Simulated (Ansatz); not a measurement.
**SrCu2Pb2, from a guessed structure to a relaxed one**

Starting from a made-up structure for SrCu2Pb2, the aim is the relaxed cell, its shortest contacts and, where a second run follows, its electronic structure.

Main program and level: Ansatz 0.2.0; DFT, PBEsol, plane-wave PAW, files of the set soft_1, scalar-relativistic, ferromagnetic start, cell and ions relaxed at zero pressure; PAW set soft_1, in the first sound run; inputs show where later runs differ.

## Step 1: Starting point

Symmetry: I4/mmm, No. 139, tetragonal system. Conventional cell: a = 4.675 Å, b = 4.675 Å, c = 11.366 Å, α = 90.00°, β = 90.00°, γ = 90.00°. Nearest to Pb lie 1 Pb at 2.61 Å and 4 Cu at 2.80 Å and 4 Sr at 3.55 Å. Nearest to Sr lie 8 Pb at 3.55 Å and 8 Cu at 3.68 Å. Nearest to Cu lie 4 Pb at 2.80 Å and 4 Cu at 3.31 Å and 4 Sr at 3.68 Å. Farther neighbours are not listed.

## Step 2: Relaxation of the guess

The guess takes its coordinates from another compound and its volume from a rule, so the cell and any free coordinates are relaxed together.

input.yaml reads:

```yaml
crystal:
  lattice:
    - [-2.3375, 2.3375, 5.683]
    - [2.3375, -2.3375, 5.683]
    - [2.3375, 2.3375, -5.683]
  atoms:
    - { symbol: Pb, position: [0.6149, 0.6149, 0.0] }
    - { symbol: Pb, position: [0.3851, 0.3851, 0.0] }
    - { symbol: Sr, position: [0.0, 0.0, 0.0] }
    - { symbol: Cu, position: [0.25, 0.75, 0.5], spin: 0.6 }
    - { symbol: Cu, position: [0.75, 0.25, 0.5], spin: 0.6 }
magnetization:
  spin_polarized: true
kpoints:
  mp_grid: { grid: [8, 8, 8] }
scf:
  occupations: { method: fermi_dirac, width: 0.05 }
hamiltonian:
  xc: pbesol
  pseudopotentials: { kind: paw, azcp: { folder: soft_1 }, xc_functional: pbe }
relax:
  f_tol: 0.015
  max_steps: 70
  cell: {}
output:
  forces: true
  stress: true
```

The run is started by

```console
ansatz run input.yaml --threads 4 --pin off --max-ram 8192MiB --backend cpu --events-out ev --progress --plain --runs-dir out
```

Numbers of over 12 decimals in the logs are rounded to 6 here.

Log:

```text
Engine: ansatz 0.2.0, aarch64-unknown-linux-gnu
Pseudopotentials: kind: paw
Pseudopotential: Pb, paw, valence charge 14, recommended cutoff 420 eV (normal), soft_1/Pb.paw.azcp
Pseudopotential: Sr, paw, valence charge 10, recommended cutoff 420 eV (normal), soft_1/Sr.paw.azcp
Pseudopotential: Cu, paw, valence charge 19, recommended cutoff 420 eV (normal), soft_1/Cu.paw.azcp
Functional definition: PBEsol
  exchange = pbesol_x
  correlation = pbesol_c
Crystal: 5 atoms, lattice volume = 124.206 Å³
Basis set: ecut = 420 eV, 2403 PW (Γ), exchange–correlation on 90×90×90 points (8 copies of the dense FFT grid, shifted against one another)
Bands: 47, of which v1, the nominal top of the filled ones, is band 38 counted from 1 (37 counted from 0)
Symmetry: 16 space group operations
Space group: I4/mmm (ITA 139), of the structure as read, at distance tolerance 5.0e-5 Å
Magnetic group: BNS 139.531 (UNI 1191), of the structure as read, at distance tolerance 5.0e-5 Å
k-points: 59 of 512
Non-local potential: Pb, projectors of the file, l = 0: 2, l = 1: 2, l = 2: 2, l = 3: 1
Non-local potential: Sr, projectors of the file, l = 0: 3, l = 1: 2, l = 2: 2
Non-local potential: Cu, projectors of the file, l = 0: 3, l = 1: 2, l = 2: 3, l = 3: 1
PAW form: soft (Blöchl's): semilocal exchange-correlation on the pseudo side does not see the compensation charge
PAW frozen core: Pb, regenerated for the run's functional, and the local potential with it (the file was generated under x = pbe(κ = 0.804, μ = 0.219515), c = pbe(β = 0.066725))
PAW frozen core: Sr, regenerated for the run's functional, and the local potential with it (the file was generated under x = pbe(κ = 0.804, μ = 0.219515), c = pbe(β = 0.066725))
PAW frozen core: Cu, regenerated for the run's functional, and the local potential with it (the file was generated under x = pbe(κ = 0.804, μ = 0.219515), c = pbe(β = 0.066725))
PAW one-centre angular grid: Pb, 590 points (default); XC on 64 Gauss nodes
PAW one-centre angular grid: Sr, 110 points (default); XC on 64 Gauss nodes
PAW one-centre angular grid: Cu, 590 points (default); XC on 64 Gauss nodes
Initial density: superposition of atomic densities (chi_scale 0.1, normalization cell, long waves kept (reshape's long-wave potential 0.00 eV rms))
Starting moments: Σ|m| = 1.2 μB on 2 of 5 sites
Initial wavefunctions: pseudopotential atomic-orbital guess
Functional: x = pbesol(κ = 0.804, μ = 0.123457), c = pbesol(β = 0.046)
SCF iter   1: F=—  HF=-40186.391273 eV  |F-HF|=—  |Δ(HF+E_count)|=         —  Δρ=8.02e-2 (↑8.02e-2 ↓3.13e-2)  dr2=1.46e1  dr2_m=8.46e-1  M=0.267 μB ∫|m|=0.393 μB  β_m=0.30  ethr=3.10e-3  ⟨swp⟩=11.0  Hψ=29219  notcnv=0  defer=6
preconditioner: auto → Kerker (q_TF=auto, 2.514 Å⁻¹)  [metal: Δε(μ)=0.002 eV  Ē_g=11.437 eV  σ=0.050 eV  W_gap=0.01  n_scr=32 (ndim 8)  ℏωp=25.4 eV  f_vac=0.000  D(μ)=2.54/eV (n_scr^D=14)]
spin=Collinear: Kerker preconditioning applied to the charge; magnetization (m = ρ↑ − ρ↓) channel mixes plain (no charge-response kernel on spin).
SCF iter   2: F=—  HF=-40185.051925 eV  |F-HF|=—  |Δ(HF+E_count)|=    1.34e0  Δρ=4.22e-2 (↑2.14e-2 ↓4.22e-2)  dr2=2.78e0  dr2_m=8.34e-1  M=0.070 μB ∫|m|=0.154 μB  β_m=0.30  ethr=3.10e-3  ⟨swp⟩=3.2  Hψ=13941  notcnv=0  defer=219
SCF iter   3: F=—  HF=-40184.491708 eV  |F-HF|=—  |Δ(HF+E_count)|=   5.60e-1  Δρ=2.98e-2 (↑2.98e-2 ↓1.53e-2)  dr2=1.98e0  dr2_m=4.14e-1  M=0.075 μB ∫|m|=0.149 μB  β_m=0.30  ethr=3.10e-3  ⟨swp⟩=2.2  Hψ=8787  notcnv=0  defer=229
SCF iter   4: F=—  HF=-40183.953059 eV  |F-HF|=—  |Δ(HF+E_count)|=   5.39e-1  Δρ=1.58e-2 (↑1.58e-2 ↓1.46e-2)  dr2=1.13e-1  dr2_m=2.44e-1  M=0.056 μB ∫|m|=0.109 μB  β_m=0.30  ethr=2.60e-3  ⟨swp⟩=3.3  Hψ=10894  notcnv=0  defer=233
SCF iter   5: F=—  HF=-40183.941820 eV  |F-HF|=—  |Δ(HF+E_count)|=   1.12e-2  Δρ=1.80e-2 (↑5.50e-3 ↓1.80e-2)  dr2=1.47e-1  dr2_m=1.45e-1  M=0.035 μB ∫|m|=0.077 μB  β_m=0.30  ethr=1.49e-4  ⟨swp⟩=3.3  Hψ=10479  notcnv=0  defer=238
SCF iter   6: F=—  HF=-40183.937882 eV  |F-HF|=—  |Δ(HF+E_count)|=   3.94e-3  Δρ=1.16e-2 (↑5.44e-3 ↓1.16e-2)  dr2=4.32e-2  dr2_m=8.03e-2  M=0.026 μB ∫|m|=0.061 μB  β_m=0.30  ethr=1.49e-4  ⟨swp⟩=2.0  Hψ=9914  notcnv=0  defer=253
SCF iter   7: F=—  HF=-40183.933094 eV  |F-HF|=—  |Δ(HF+E_count)|=   4.79e-3  Δρ=6.76e-3 (↑6.76e-3 ↓5.78e-3)  dr2=2.23e-3  dr2_m=4.43e-2  M=0.020 μB ∫|m|=0.049 μB  β_m=0.30  ethr=5.68e-5  ⟨swp⟩=2.0  Hψ=7132  notcnv=0  defer=253
SCF iter   8: F=—  HF=-40183.935385 eV  |F-HF|=—  |Δ(HF+E_count)|=   2.29e-3  Δρ=6.45e-3 (↑6.45e-3 ↓2.93e-3)  dr2=9.77e-3  dr2_m=2.48e-2  M=0.015 μB ∫|m|=0.039 μB  β_m=0.30  ethr=2.94e-6  ⟨swp⟩=2.0  Hψ=9397  notcnv=0  defer=253
Mixer restart at iter 8: flushing history
spin-set hold released at iteration 8 (site moments contracting): the magnetisation degrees of freedom join the quasi-Newton model from the next iteration; the mixer history was flushed
SCF iter   9: F=—  HF=-40183.936760 eV  |F-HF|=—  |Δ(HF+E_count)|=   1.37e-3  Δρ=4.24e-3 (↑4.24e-3 ↓2.83e-3)  dr2=1.93e-3  dr2_m=1.41e-2  M=0.011 μB ∫|m|=0.031 μB  β_m=0.65  ethr=2.94e-6  ⟨swp⟩=2.0  Hψ=7600  notcnv=0  defer=252
SCF iter  10: F=—  HF=-40183.944448 eV  |F-HF|=—  |Δ(HF+E_count)|=   7.69e-3  Δρ=3.77e-3 (↑3.77e-3 ↓2.72e-3)  dr2=3.30e-2  dr2_m=3.16e-4  M=0.001 μB ∫|m|=0.007 μB  β_m=0.47  ethr=2.54e-6  ⟨swp⟩=2.3  Hψ=10258  notcnv=0  defer=251
SCF iter  11: F=—  HF=-40183.937853 eV  |F-HF|=—  |Δ(HF+E_count)|=   6.59e-3  Δρ=2.04e-4 (↑1.38e-4 ↓2.04e-4)  dr2=6.88e-5  dr2_m=2.87e-6  M=-0.001 μB ∫|m|=0.003 μB  β_m=0.73  ethr=2.54e-6  ⟨swp⟩=2.2  Hψ=10123  notcnv=0  defer=251
SCF iter  12: F=—  HF=-40183.937946 eV  |F-HF|=—  |Δ(HF+E_count)|=   9.30e-5  Δρ=2.18e-4 (↑1.01e-4 ↓2.18e-4)  dr2=6.56e-5  dr2_m=4.35e-6  M=-0.000 μB ∫|m|=0.002 μB  β_m=0.87  ethr=9.06e-8  ⟨swp⟩=2.1  Hψ=7729  notcnv=0  defer=250
SCF iter  13: F=—  HF=-40183.937956 eV  |F-HF|=—  |Δ(HF+E_count)|=   1.01e-5  Δρ=1.17e-4 (↑4.91e-5 ↓1.17e-4)  dr2=2.86e-5  dr2_m=1.46e-6  M=0.000 μB ∫|m|=0.000 μB  β_m=0.78  ethr=8.63e-8  ⟨swp⟩=2.0  Hψ=6811  notcnv=0  defer=250
SCF iter  14: F=—  HF=-40183.937955 eV  |F-HF|=—  |Δ(HF+E_count)|=   9.20e-7  Δρ=1.77e-5 (↑1.77e-5 ↓1.72e-5)  dr2=1.54e-6  dr2_m=2.80e-9  M=-0.000 μB ∫|m|=0.000 μB  β_m=0.89  ethr=3.76e-8  ⟨swp⟩=2.0  Hψ=6828  notcnv=0  defer=250
SCF iter  15: F=—  HF=-40183.937956 eV  |F-HF|=—  |Δ(HF+E_count)|=   2.73e-7  Δρ=6.63e-6 (↑5.68e-6 ↓6.63e-6)  dr2=3.67e-7  dr2_m=4.77e-10  M=-0.000 μB ∫|m|=0.000 μB  β_m=0.91  ethr=2.03e-9  ⟨swp⟩=2.0  Hψ=6875  notcnv=0  defer=250
[...]
SCF 3 converged in 8 iterations: F = -40184.706247 eV  dr2 = 6.63e-8
relax step   3: F+E_penalty+E_count = -40184.70624655 eV  Δ(F+E_penalty+E_count) = -3.152e-2 eV  max|allowed force component| = 3.497e-2 eV/Å  Δτ_max = 0.0227 Å  P = -0.872 GPa  Ω = 120.178 Å³  energy of the carried Pulay correction = +1.071e-3 eV  (8 SCF iters, dr2 threshold 5.00e-7 eV, accepted)
[...]
relax step   4: F+E_penalty+E_count = -40184.71136642 eV  Δ(F+E_penalty+E_count) = -5.120e-3 eV  max|allowed force component| = 5.897e-2 eV/Å  Δτ_max = 0.0056 Å  P = -0.101 GPa  Ω = 118.611 Å³  energy of the carried Pulay correction = +1.498e-3 eV  (8 SCF iters, dr2 threshold 5.00e-7 eV, accepted)
[...]
relax step   5: F+E_penalty+E_count = -40184.71194438 eV  Δ(F+E_penalty+E_count) = -5.780e-4 eV  max|allowed force component| = 1.195e-2 eV/Å  Δτ_max = 0.0073 Å  P = +0.016 GPa  Ω = 118.235 Å³  energy of the carried Pulay correction = +1.601e-3 eV  (7 SCF iters, dr2 threshold 2.17e-7 eV, accepted)
[...]
relax step   6: F+E_penalty+E_count = -40184.71195176 eV  Δ(F+E_penalty+E_count) = -7.384e-6 eV  max|allowed force component| = 1.315e-5 eV/Å  Δτ_max = 0.0010 Å  P = +0.000 GPa  Ω = 118.288 Å³  energy of the carried Pulay correction = +1.587e-3 eV  (6 SCF iters, dr2 threshold 6.51e-9 eV, accepted)
Initial wavefunctions: pseudopotential atomic-orbital guess (no wavefunctions were taken with the density)
iter 1 solved again at ethr=5.49e-6 eV; its pass at ethr=3.10e-3 eV (dr2=4.17e-3 eV) is discarded
SCF iter   1: F=—  HF=-40184.710396 eV  |F-HF|=—  |Δ(HF+E_count)|=         —  Δρ=3.79e-5 (↑3.79e-5 ↓3.79e-5)  dr2=1.72e-6  dr2_m=2.17e-13  M=-0.000 μB ∫|m|=0.000 μB  β_m=0.30  ethr=5.49e-6  ⟨swp⟩=3.0  Hψ=39363  notcnv=0
eigensolver tolerance schedule: the retry pair's looser diagonalisation over-reported the residual by 2424.79 of it (diagonalisation noise at an unbounded share of the residual, at the tolerance the schedule requests for it); recorded, not acted on — ethr = c·dr2/N_el stays at c = 1.0e-1
preconditioner: auto → Kerker (q_TF=auto, 2.534 Å⁻¹)  [metal: Δε(μ)=0.004 eV  Ē_g=13.081 eV  σ=0.050 eV  W_gap=0.02  n_scr=32 (ndim 8)  ℏωp=26.0 eV  f_vac=0.000  D(μ)=1.93/eV (n_scr^D=10)]
spin=Collinear: Kerker preconditioning applied to the charge; magnetization (m = ρ↑ − ρ↓) channel mixes plain (no charge-response kernel on spin).
SCF iter   2: F=—  HF=-40184.710327 eV  |F-HF|=—  |Δ(HF+E_count)|=   6.90e-5  Δρ=7.93e-5 (↑7.93e-5 ↓7.93e-5)  dr2=1.68e-5  dr2_m=1.10e-13  M=0.000 μB ∫|m|=0.000 μB  β_m=0.54  ethr=2.26e-9  ⟨swp⟩=3.3  Hψ=13689  notcnv=0
SCF iter   3: F=—  HF=-40184.710328 eV  |F-HF|=—  |Δ(HF+E_count)|=   9.92e-7  Δρ=1.88e-5 (↑1.88e-5 ↓1.88e-5)  dr2=9.47e-7  dr2_m=4.05e-14  M=0.000 μB ∫|m|=0.000 μB  β_m=0.77  ethr=2.26e-9  ⟨swp⟩=2.0  Hψ=10026  notcnv=0
SCF iter   4: F=—  HF=-40184.710327 eV  |F-HF|=—  |Δ(HF+E_count)|=   1.52e-6  Δρ=6.94e-6 (↑6.93e-6 ↓6.94e-6)  dr2=5.34e-8  dr2_m=3.51e-15  M=0.000 μB ∫|m|=0.000 μB  β_m=0.77  ethr=1.25e-9  ⟨swp⟩=2.0  Hψ=10024  notcnv=0
SCF iter   5: F=—  HF=-40184.710327 eV  |F-HF|=—  |Δ(HF+E_count)|=   2.52e-7  Δρ=2.64e-6 (↑2.64e-6 ↓2.64e-6)  dr2=1.03e-8  dr2_m=4.55e-16  M=0.000 μB ∫|m|=0.000 μB  β_m=0.89  ethr=7.03e-11  ⟨swp⟩=2.0  Hψ=7281  notcnv=0
SCF iter   6: F=—  HF=-40184.710327 eV  |F-HF|=—  |Δ(HF+E_count)|=   1.58e-8  Δρ=3.57e-7 (↑3.57e-7 ↓3.57e-7)  dr2=3.30e-10  dr2_m=1.26e-16  M=0.000 μB ∫|m|=0.000 μB  β_m=0.94  ethr=1.35e-11  ⟨swp⟩=2.0  Hψ=7424  notcnv=0
SCF iter   7: F=-40184.710327 eV  HF=-40184.710327 eV  |F-HF|=1.46e-11  |Δ(HF+E_count)|=  2.18e-11  Δρ=5.45e-8 (↑5.45e-8 ↓5.45e-8)  dr2=3.40e-11  dr2_m=2.90e-18  M=0.000 μB ∫|m|=0.000 μB  ethr=1.00e-12  ⟨swp⟩=4.0  Hψ=20449  notcnv=0
the starting moments were not kept: the SCF closed with an absolute magnetisation of 1.4e-9 μB, where they sum to 1.2 μB in size (2 sites). That is at most 0.1 of that sum. Measured as dr2_m measures the in/out step, that magnetisation stands 2.0e-19 eV from none, at or under the dr2_threshold of 5.0e-11 eV: it is no larger than a step whose dr2_m would equal this threshold.
SCF 7 converged in 7 iterations: F = -40184.710327 eV  dr2 = 3.40e-11
relax step   7: F+E_penalty+E_count = -40184.71032702 eV  Δ(F+E_penalty+E_count) = +1.625e-3 eV  max|allowed force component| = 9.970e-8 eV/Å  Δτ_max = 0.0000 Å  P = +0.001 GPa  Ω = 118.288 Å³  stress off target by 5.44e-3 GPa  SCF on the basis re-selected at this cell (its energy is not comparable with the rows above)  (7 SCF iters)
basis re-selected at this cell: Δ(F+E_penalty+E_count) = +1.625e-3 eV, ΔP = +0.001 GPa vs the last step (what re-selecting the basis moved, of the pressure what is left beyond the Pulay correction that the steps carried, after the strain that the cell walked since its last selection, with what the two solves' SCF thresholds leave and, on support functions, any second-order correction that the steps lacked; it is no m [...]
SCF converged after 7 iterations
Magnetization: 0.0000 μB (38.0000 up, 38.0000 down)
Absolute magnetization: 0.0000 μB (∫|ρ↑−ρ↓|, with the PAW one-centre terms)
Spin contamination: 0.0000 ħ² per cell (⟨S²⟩ above its minimum at these occupations)
Per-site moments (μB) at R_I (Å): [(-3.098345474993379e-11, 1.087868), (-3.0983657404540876e-11, 1.087868), (2.60780472512625e-11, 1.473774), (-2.886991938600388e-11, 1.087868), (-2.8869803891214185e-11, 1.087868)]
Free energy (F): -40184.710327 eV
Harris-Foulkes:  -40184.710327 eV  (|F-HF|=1.46e-11)
Internal energy: -40184.694788 eV  (E = F + TS)
E sigma→0 (E₀):  -40184.702557 eV
Entropy (-TS):   -0.015539 eV (-3.108 meV/atom)
Fermi energy:    11.267738 eV
--- Per-component energies (eV) ---
  E_band       = -1056.900753
  E_kinetic    = 1349.393118
  E_local      = -15350.110299  (includes V_loc(G=0)·N_el)
  E_nonlocal   = 2642.039052
  E_hartree    = 6499.572179
  E_xc         = -716.235463
  E_vxc        = -606.209217  (∫ρ·V_xc dr)
  E_paw        = -26699.241078  (= ΣΔE_a)
  E_vpaw       = -2091.159847  (= ΣTr[D̂ρ^β])
  E_aug_tail   = 0.001915  (compensation charges beyond the density's cutoff)
  E_ewald      = -7910.785304
  E_core_change = 0.671094  (= ΣΔE_core)
  E_smearing   = -0.015539  (= −TS)
  E_closure    = -0.000000  (closes the sum)
  Σ components = -40184.710327   (vs F -40184.710327, Δ=0.00e0)
--- Forces (eV/Å), atoms counted from 1 ---
  atom   1  Pb    -0.00000000    -0.00000000    -0.00000010
  atom   2  Pb     0.00000000    -0.00000000     0.00000010
  atom   3  Sr    -0.00000000     0.00000000    -0.00000000
  atom   4  Cu     0.00000000     0.00000000     0.00000000
  atom   5  Cu     0.00000000     0.00000000     0.00000000
  max |Σ_I F_I| component: 2.78e-17 eV/Å
--- Stress (GPa, compression-positive) ---
       -0.001189       0.000000       0.000000
        0.000000      -0.001189       0.000000
        0.000000      -0.000000       0.005436
  P = ⅓ Tr σ = 0.0010 GPa (0.010 kbar)
--- Relaxed structure (6 steps of the walk, 6 accepted, 1 SCFs on fresh bases) ---
  F+E_penalty+E_count = -40184.71032702 eV   max|allowed force component| = 9.970e-8 eV/Å   (the final SCF, on the basis selected at the relaxed cell)
  cell:  # Å, volume = 118.2880 Å³
    - [-2.288856, 2.288856, 5.644736]
    - [2.288856, -2.288856, 5.644736]
    - [2.288856, 2.288856, -5.644736]
  atoms:
    - { symbol: Pb, position: [0.633957, 0.633957, 0] }
    - { symbol: Pb, position: [0.366043, 0.366043, 0] }
    - { symbol: Sr, position: [-9.23374716668985e-19, -9.23374716668985e-19, 0] }
    - { symbol: Cu, position: [0.250000, 0.750000, 0.500000] }
    - { symbol: Cu, position: [0.750000, 0.250000, 0.500000] }
```

Wall time 51 s (4 threads of Arm Neoverse V2, shared host); peak memory 0.83 GiB.

The steps of the relaxation:

```tsv
step	energy less that of the first step (eV)	largest force component (eV/Å)	pressure (GPa)	volume (Å³)
1	0.0000	3.7396	-1.51	124.21
2	-0.7368	0.3177	-2.05	122.64
3	-0.7683	0.0350	-0.87	120.18
4	-0.7734	0.0590	-0.10	118.61
5	-0.7740	0.0120	0.02	118.23
6	-0.7740	0.0000	0.00	118.29
7*	-0.7724	0.0000	0.00	118.29
```

Relaxation steps marked * repeat the geometry before them on a plane-wave basis chosen anew for their cell, so energy and pressure can jump there.

The run keeps the 16 symmetry operations that it works with, so distortions that break them were not tested.

```tsv
conventional cell, symmetrised	before	after	change
a (Å)	4.675	4.578	-2.1 %
b (Å)	4.675	4.578	-2.1 %
c (Å)	11.366	11.289	-0.7 %
volume (Å³/atom)	24.84	23.66	-4.8 %
```

The atoms that moved most (Å, as changes of fractional coordinates times the final cell):

```tsv
atom	dx	dy	dz	length
Pb1	0.000	0.000	0.215	0.215
Pb2	0.000	0.000	-0.215	0.215
```

Numbers from this step:

```yaml
free_energy: -40184.7103 eV
energy_at_zero_smearing: -40184.7026 eV
smearing_term_ts: 0.01554 eV
fermi_energy: 11.27 eV
electrons: 76
symmetry_operations: 16
pressure: 0.001020 GPa
```

Shortest distances by pair of elements, guess and relaxed (not always the same contact):

```tsv
pair	guess (Å)	relaxed (Å)
Cu–Pb	2.797	2.637
Pb–Pb	2.612	3.025
Cu–Cu	3.306	3.237
Pb–Sr	3.554	3.573
Cu–Sr	3.679	3.634
```

The relaxation ends with a pressure of 0.00 GPa. The starting moments have collapsed: the run ends non-magnetic.

(Continued in part 2 of 2.)

[Logs are printed without paths, hosts, clocks, repeated set-up lines and the standing remarks that a program may print on its own settings, such as how far it seeks lower states.]

[Hosts, paths, dates, database ids (printed as entryN), source tags and the programs' standing remarks are cut or masked in the printed files.]
